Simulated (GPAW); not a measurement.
# Dielectric function and optical constants of InSb3, part 2 of 2

Aim: the dielectric function of InSb3, and the optical constants that follow from it.

GPAW 26.7.0; DFT, PBE, plane-wave PAW (GPAW data sets), scalar-relativistic, RPA, optical limit.

So far. Step 2 (Ground state): There are states at the Fermi level within the smearing, so the occupations stay smeared and the carriers get a Drude term.

### 4. Dielectric function, RPA

Local fields let the induced charge screen the field inside the cell, which as a rule lowers ε, most along directions where the density is uneven.

This step: DFT, PBE, plane-wave PAW (GPAW data sets), scalar-relativistic, RPA, optical limit (GPAW 26.7.0).

df.py reads:

```python
from gpaw.response.df import DielectricFunction

df = DielectricFunction('full.gpw', frequencies={'type': 'nonlinear', 'domega0': 0.03, 'omega2': 8},
                        ecut=30,
                        eta=0.15,
                        nbands=80,
                        rate=0.1,
                        txt='df.txt')
for direction in ['x']:
    df.get_dielectric_function(xc='RPA', direction=direction, filename=f'df_{direction}.csv')
```

On the command line:

```bash
OMP_NUM_THREADS=1 python df.py
```

Output:

```text
Using integrator: PointIntegrator
NonLinearFrequencyDescriptor(from 0.000 to 58.991 eV, 486 points)
Nonperiodic BCs:  [False False False]
Using integrator: PointIntegrator
NonLinearFrequencyDescriptor(from 0.000 to 58.991 eV, 486 points)
Nonperiodic BCs:  [False False False]
Using integrator: PointIntegrator

Calculating chi0 body with:
    Ground state adapter containing:
    Number of spins: 1
    Number of kpoints: 512
    Number of irreducible kpoints: 29
    Number of completely occupied states: 26
    Number of partially occupied states: 33

    Linear response parametrization:
    q_c: [0.0, 0.0, 0.0]
    Number of frequency points: 486
    Planewave cutoff: 30.0
    Number of bands: 80
    Number of planewaves: 51
    Broadening (eta): 0.15

Integrating chi0 body.

Symmetries of q_c:
    Direct symmetries (Uq -> q): 48
    Indirect symmetries (TUq -> q): 0
In total 48 allowed symmetries.

29 groups of equivalent kpoints. 94.3359375% reduction.

Integral kind: spectral function

Calculating chi0 optical extensions with:
    Ground state adapter containing:
    Number of spins: 1
    Number of kpoints: 512
    Number of irreducible kpoints: 29
    Number of completely occupied states: 26
    Number of partially occupied states: 33

    Linear response parametrization:
    Number of frequency points: 486
    Planewave cutoff: 30.0
    Number of bands: 80
    Number of planewaves: 51
    Broadening (eta): 0.15
Integrating chi0 head and wings.

Symmetries of q_c:
    Direct symmetries (Uq -> q): 48
    Indirect symmetries (TUq -> q): 0
In total 48 allowed symmetries.

29 groups of equivalent kpoints. 94.3359375% reduction.

Integral kind: spectral function wings

Calculating drude chi0 with:
    Number of frequency points:486
    Plasma frequency decay rate: 0.1 eV

    Ground state adapter containing:
    Number of spins: 1
    Number of kpoints: 512
    Number of irreducible kpoints: 29
    Number of completely occupied states: 26
    Number of partially occupied states: 33

Symmetries of q_c:
    Direct symmetries (Uq -> q): 48
    Indirect symmetries (TUq -> q): 0
In total 48 allowed symmetries.

29 groups of equivalent kpoints. 94.3359375% reduction.

Integral kind: intraband
Plasma frequency:
[[7.65+0.j 0.  +0.j 0.  +0.j]
 [0.  +0.j 7.65+0.j 0.  -0.j]
 [0.  +0.j 0.  -0.j 7.65+0.j]]
```

The job ended after 33 s (1 thread of Intel Xeon Platinum 8259CL at 2.50GHz (Skylake/Cascade Lake), shared host; peak memory 0.32 GiB).

Numbers from this step:

```
centre of weight of the strongest loss peak in the window : 13.77 eV
```

Sum at mesh points, not converged in k. Table of Im ε, E ∥ x by photon energy; read off at these points:

| photon energy (eV) | Im ε, E ∥ x |
| --- | --- |
| 1 | 59.5 |
| 2 | 22.6 |
| 3 | 11.4 |
| 4 | 3.28 |
| 5 | 2.76 |
| 6 | 2.09 |
| 7 | 1.31 |
| 8 | 0.618 |
| 9 | 0.662 |
| 10 | 0.535 |
| 11 | 0.412 |
| 12 | 0.425 |
| 13 | 0.320 |
| 14 | 0.387 |
| 15 | 0.308 |
| 16 | 0.231 |
| 17 | 0.227 |
| 18 | 0.180 |
| 19 | 0.287 |
| 20 | 0.185 |
| 21 | 0.0953 |
| 22 | 0.0917 |
| 23 | 0.102 |
| 24 | 0.0969 |
| 25 | 0.0856 |
| 26 | 0.0760 |

Values under 1 per cm are given as 1; sum at mesh points, not converged in k. Absorption coefficient, E ∥ x against photon energy:

| photon energy (eV) | absorption coefficient, E ∥ x (1/cm) |
| --- | --- |
| 1.01 | 7.6e5 |
| 1.99 | 9.7e5 |
| 3.02 | 1.2e6 |
| 3.98 | 1.2e6 |
| 4.98 | 1.1e6 |
| 6.02 | 1.3e6 |
| 6.99 | 1.1e6 |
| 8.03 | 1.1e6 |
| 9.02 | 9.5e5 |
| 10.03 | 9.3e5 |
| 11.03 | 7.3e5 |
| 12.02 | 6.2e5 |
| 13.00 | 5.3e5 |
| 14.04 | 5.3e5 |
| 14.96 | 5.0e5 |
| 16.03 | 3.2e5 |
| 16.96 | 3.1e5 |
| 18.05 | 2.3e5 |
| 18.97 | 3.6e5 |
| 20.06 | 2.6e5 |
| 20.95 | 1.4e5 |
| 22.02 | 1.3e5 |
| 23.01 | 1.5e5 |
| 24.04 | 1.4e5 |
| 24.97 | 1.3e5 |
| 25.94 | 1.1e5 |

Sum at mesh points, not converged in k. Table of Im ε, E ∥ x by photon energy; read off at these points:

```
photon energy (eV)  without local fields  with local fields
              0.50                   158                156
              1.00                  60.6               59.5
              1.08                  64.2               63.2
              1.50                  30.3               28.7
              2.00                  24.2               22.6
              2.50                  14.4               13.6
              3.00                  12.0               11.4
              3.50                  4.62               4.58
              4.00                  3.43               3.28
              4.50                  3.32               3.09
              5.00                  3.02               2.76
              5.50                  3.62               3.35
              6.00                  2.10               2.09
              6.50                  1.34               1.24
              7.00                  1.41               1.31
              7.50                 0.954              0.865
              8.00                 0.717              0.618
              8.50                 0.899              0.717
              9.00                 0.813              0.662
              9.50                 0.773              0.614
             10.00                 0.639              0.535
             10.50                 0.571              0.453
             11.00                 0.547              0.412
             11.50                 0.622              0.487
             12.00                 0.528              0.425
             12.50                 0.344              0.434
             13.00                 0.292              0.320
             13.50                 0.304              0.377
             14.00                 0.266              0.387
             14.50                 0.310              0.374
             15.00                 0.275              0.308
             15.50                 0.194              0.236
             16.00                 0.219              0.231
             16.50                 0.197              0.210
             17.00                 0.204              0.227
             17.50                 0.179              0.191
             18.00                 0.195              0.180
             18.50                 0.289              0.239
             19.00                 0.363              0.287
             19.50                 0.237              0.253
             20.00                 0.141              0.185
             20.50                 0.104              0.115
             21.00                0.0890             0.0953
             21.50                0.0987              0.102
             22.00                0.0907             0.0917
             22.50                0.0945              0.103
             23.00                0.0977              0.102
             23.50                0.0899             0.0961
             24.00                0.0938             0.0969
             24.50                0.0945             0.0930
             25.00                0.0881             0.0856
             25.50                0.0810             0.0738
             26.00                0.0887             0.0760
```

The loss function −Im 1/ε at q → 0, E ∥ x has structure finer than the step of the table below, so its rows give means over 1 eV, whole bins alone (the curve runs from 0.305 to 26.4 eV). Peaks (eV: height): 11.9: 2.34, 13.0: 3.13, 15.1: 2.79.

Sum at mesh points, not converged in k. The loss function −Im 1/ε at q → 0, E ∥ x by energy loss; means over each step:

```
energy loss (eV)  loss function −Im 1/ε at q → 0, E ∥ x
               1                                0.00944
               2                                 0.0239
               3                                 0.0321
               4                                 0.0474
               5                                  0.105
               6                                  0.101
               7                                  0.157
               8                                  0.229
               9                                  0.463
              10                                  0.706
              11                                   1.44
              12                                   2.02
              13                                   2.68
              14                                   2.33
              15                                   2.56
              16                                   1.74
              17                                   1.15
              18                                  0.746
              19                                  0.833
              20                                  0.766
              21                                  0.337
              22                                  0.253
              23                                  0.224
              24                                  0.196
              25                                  0.162
```

The reflectivity at normal incidence, E ∥ x has structure finer than the step of the table below, so its rows give means over 1 eV, whole bins alone (the curve runs from 0.305 to 26.4 eV). Peaks (eV: height): 3.5: 83.0, 6.3: 76.3.

Sum at mesh points, not converged in k. Table of reflectivity at normal incidence, E ∥ x by photon energy; means over each step:

photon energy (eV), reflectivity at normal incidence, E ∥ x (%) and a bar:
```
        1       84.4 ##############################
        2       75.9 ###########################
        3       76.2 ###########################
        4       78.2 ############################
        5       65.0 #######################
        6       69.9 #########################
        7       67.1 ########################
        8       67.9 ########################
        9       54.9 ###################
       10       51.8 ##################
       11       40.5 ##############
       12       29.3 ##########
       13       23.3 ########
       14       15.5 #####
       15       14.8 #####
       16        9.1 ###
       17        6.0 ##
       18        3.7 #
       19        3.6 #
       20        4.2 #
       21        2.4 #
       22        1.5 
       23        1.2 
       24        0.9 
       25        0.7
```

From ε follow the optical constants at some laser and lamp lines:

| wavelength (nm) | n | k | R (%) | 1/α |
| --- | --- | --- | --- | --- |
| 1550 | 3.30 | 9.242 | 87.3 | 13 nm |
| 633 | 2.28 | 4.816 | 73.2 | 10 nm |
| 532 | 1.73 | 4.712 | 76.7 | 9.0 nm |
| 450 | 1.59 | 4.060 | 72.6 | 8.8 nm |
| 405 | 1.40 | 3.973 | 74.0 | 8.1 nm |
| 365 | 0.75 | 3.759 | 82.6 | 7.7 nm |
| 248 | 0.62 | 2.224 | 67.2 | 8.9 nm |

In reflection the computed colour is light grey: x = 0.312, y = 0.334, luminous reflectivity 75 %.

### 5. What came out

```yaml
centre_of_weight_of_the_strongest_loss_peak_in_the_window_first_axis: 13.8 eV
```

In words: At this level (PBE, RPA) InSb3 is a metal. The mesh is too coarse to trust the carriers' weight, the reflectivity or the colour to better than tens of per cent. In reflection the computed colour is light grey: x = 0.312, y = 0.334, luminous reflectivity 75 %. The carriers' damping of 0.1 eV is typed, not computed; it shapes the response at the lowest energies. Spin-orbit coupling is left out although heavy atoms are present. The curves end at 26 eV, about where the summed bands run out. GPAW's carrier term has the form −ωp²/(ω + i·rate)², which damps like twice the rate and fails at low energy, so the curves leave the lowest energies out. The sum runs over mesh points 0.18 Å⁻¹ apart with no interpolation, so peaks are partly noise of the mesh, and the Drude plasma energy, a sum over the Fermi surface, isn't converged.

[Machine, clock and banner lines and Python warnings are left out of the logs.]

[Logs are printed without paths, hosts, clocks, repeated set-up lines and the standing remarks that a program may print on its own settings, such as how far it seeks lower states.]

[Hosts, paths, dates, database ids (printed as entryN), source tags and the programs' standing remarks are cut or masked in the printed files.]
